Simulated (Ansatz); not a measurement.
Rows from a G0W0 calculation on BaNaYWO6 (F-43m) (Ansatz 0.2.0; G0W0 on PBE, plane waves, PAW; PAW set soft_1; 4×4×4 mesh, 621 empty bands, screening to 150 eV, PAW set soft_1 files), in eV. Spin-orbit coupling is left out.

```
row                        k  band   start       Σx  Σc at the solution      Vxc
  A  (0.000, -0.500, -0.500)    c1  10.031  -13.270              -4.368  -18.351
  B  (0.000, -0.500, -0.500)    c2  11.433  -16.806              -4.477  -22.201
  C                        Γ    c1  10.124  -13.433              -4.204  -18.358
  D  (0.000, -0.500, -0.500)    v2   6.925  -25.925               4.440  -20.839
  E  (0.000, -0.500, -0.500)    v1   7.581  -25.642               4.529  -20.540
  F                        Γ    v1   7.604  -25.699               4.524  -20.608
```

Give the quasiparticle energies and the shift of each level.

The quasiparticle equation reads E = start + Σx + Σc(E) − Vxc.

```
row  E (eV)  shift (eV)
  A  10.744      +0.713
  B  12.351      +0.918
  C  10.845      +0.721
  D   6.279      −0.646
  E   7.007      −0.574
  F   7.037      −0.567
```

Limits: not at the basis limit; no spin-orbit coupling.

[Paths, hosts, dates, memory and timing lines, banners, echoed tables and standing remarks are left out of the program output.]

[Logs are printed without paths, hosts, clocks, repeated set-up lines and the standing remarks that a program may print on its own settings, such as how far it seeks lower states.]

[Runs of the session that timed out or met a known fault of the program may be left out.]

[Cells called generated may have been cut or substituted from an entry of the Crystallography Open Database or the Materials Project.]

[Hosts, paths, dates, database ids (printed as entryN), source tags and the programs' standing remarks are cut or masked in the printed files.]
